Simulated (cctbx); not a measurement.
# Lattice, Laue class and space group of a new crystal

Cell: a = 8.1080 Å, b = 8.1080 Å, c = 4.8480 Å, α = 90.00°, β = 90.00°, γ = 90.00°. Expected content of the cell: La2 Ni18 Sc4.

Simulated single-crystal data (cctbx): Mo Kα, λ = 0.71073 Å, to d = 0.8 Å, 70 % of the full sphere, strongest reflection 40000 counts, noise from counting, a 2 % proportional error and a noise floor of 8 counts (s.d.); no absorption.

A first pass over the reflections prints:

```text
1804 reflections to d = 0.800 A
centring   violations  <I/sigma> of those
    A        707 of   903     17.7
    B        695 of   900     17.8
    C        630 of   895     14.7
    I        727 of   900     20.6
    R        962 of  1203     20.0
    F       1016 of  1349     16.8
Laue class    unique    Rint  (classes that these axes allow; Friedel mates merged)
P -1             1168   0.017
P 1 2/m 1         682   0.021
P 1 1 2/m         712   0.019
P 2/m 1 1         680   0.020
P m m m           412   0.022
P 4/m             366   0.021
P 4/m m m         229   0.023
space group    extra absences  I>4sigma  <I/sigma>
P 4 2 2                 0          0         -  acentric
P 4 21 2               14          0      -0.3  acentric
P 4 m m                 0          0         -  acentric
P 4 b m               139          0      -0.1  acentric
P -4 2 m                0          0         -  acentric
P -4 21 m              14          0      -0.3  acentric
P -4 m 2                0          0         -  acentric
P -4 b 2              139          0      -0.1  acentric
P 4/m m m               0          0         -  centric
P 4/m b m             139          0      -0.1  centric
Wilson B = 1.46 A^2   <|E^2-1|> = 0.857 (0.968 centric, 0.736 acentric)   E^2>4: 1.9 %
shell (A)         n   <I/sigma>
 8.11 - 1.60     37     49.8
 1.60 - 1.27     31     62.4
 1.27 - 1.11     32     53.6
 1.11 - 1.01     24     52.2
 1.01 - 0.94     27     41.5
 0.94 - 0.88     27     59.4
 0.88 - 0.84     25     30.1
 0.84 - 0.80     26     44.1
```

**Question.** What are the lattice type, the Laue class and the likely space group?

Every centring test has many violations, so the lattice is primitive.

Rint stays low (0.017 to 0.023) up to P 4/m m m, the highest class in these axes.

10 settings pass the absence test. The most absences obeyed, 139, belong to P 4 b m, P -4 b 2 and P 4/m b m, which absences can't tell apart.

⟨|E²−1|⟩ = 0.857 lies between the two ideal values. The Wilson B of 1.46 Å² means U ≈ 0.0185 Å².

The true group is P4/mbm (no. 127), Laue class 4/mmm, centrosymmetric. The tables only narrow the choice to the tied entries; cell content, site symmetry and trial solutions must settle it.

The model was made for the exercise: a known structure type with other elements put in, its volume estimated, not relaxed; displacement parameters are assumed.

[Logs are printed without paths, hosts, clocks, repeated set-up lines and the standing remarks that a program may print on its own settings, such as how far it seeks lower states.]
